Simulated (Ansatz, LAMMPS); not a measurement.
# Static equation of state of glassy CaAl2Si2O8 (117 atoms)

Density of this cell: 2.63 g/cm³. The cell holds 117 atoms: 18 Al, 9 Ca, 72 O and 18 Si. Its edges and angles: a = 11.681 Å, b = 11.629 Å, c = 11.688 Å, α = 87.2°, β = 87.1°, γ = 92.0°. The starting structure: 117 atoms (18 Al, 9 Ca, 72 O, 18 Si) placed at random at 2.71 g/cm³, melted at 4500 K for 20 ps at fixed volume with the Morse and Coulomb pair potential with partial charges (Pedone, Malavasi, Menziani, Cormack and Segre, J. Phys. Chem. B 110, 11780 (2006)). Quenched from 4500 K to 300 K at 20 K/ps and fixed volume, held 5 ps. The density is a measured one.

Calculated with Ansatz 0.2.0: Kohn-Sham DFT, PBE, PAW (set soft_2), plane waves; cutoff 420 eV, Γ point, gaussian smearing of 0.05 eV. Cell and atoms were relaxed first, to V0 = 13.526 Å³ an atom at a residual P0 = 0.004 GPa. The cell was then scaled evenly, and the atoms were relaxed at each volume.

| volume (Å³/atom) | pressure (GPa) |
| --- | --- |
| 12.174 | 5.820 |
| 12.715 | ? |
| 13.120 | 1.828 |
| 13.932 | -1.789 |
| 14.338 | -3.430 |

Task: Fit the third-order Birch–Murnaghan equation to the rows given and interpolate to the withheld row.

**Working.**

Take the Eulerian strain f = ½[(V0/V)^(2/3) − 1] and the normalised pressure F = (P − P0) / [3f(1 + 2f)^(5/2)]. The third-order Birch–Murnaghan equation is then the line F = B0 + (3/2)B0(B′ − 4) f, so u = f and v = F.

```
      u = f  v = F (GPa)
  0.0363828      44.7029
  0.0102568      56.3622
-0.00975671      64.3220
 -0.0190505      66.2022
```

With n = 4: mean u = 0.00445811, mean v = 57.8973, Σ(u − ū)² = 0.0018075, Σ(u − ū)(v − v̄) = -0.71669. Slope b = -0.71669 / 0.0018075 = -396.50; intercept a = v̄ − b ū = 59.665.

So B0 = a = 59.7 GPa and B′ = 4 + 2b/(3a) = -0.430. At the withheld volume f = 0.02106, F = a + b f = 51.32 GPa, and P = P0 + 3f(1 + 2f)^(5/2) F.

Prediction at 12.715: 3.597 GPa. The run gave 3.546 GPa, so the fit is high by 0.051 GPa (1.5 % of the value).

The series isn't one smooth equation of state: the count of bonds changes along the series and an atom moves over 0.5 Å in some relaxation. B0 and B′ are then only the numbers of this fit, not moduli of the material. Among the rows given, the largest miss of the fit is at 12.174, by 0.070 GPa (0.75 % of the range of the table).

Limits: Static cells at zero temperature; the cell shape is held. The program notes that the SCF threshold of these relaxations is loose for the stress. The quench rate of 20 K/ps is many orders above laboratory rates, so the cell is likely richer in defects and strain than a real sample. The network of bonds at the start is that of the classical potential that made the cell, and needn't be the one that DFT or experiment would give. Only the Γ point is sampled, in a cell whose shortest periodic width is 12 Å.

[Long decimals in the printed logs are rounded to 6 places.]

[Logs are printed without paths, hosts, clocks, repeated set-up lines and the standing remarks that a program may print on its own settings, such as how far it seeks lower states.]

[Hosts, paths, dates, database ids (printed as entryN), source tags and the programs' standing remarks are cut or masked in the printed files.]
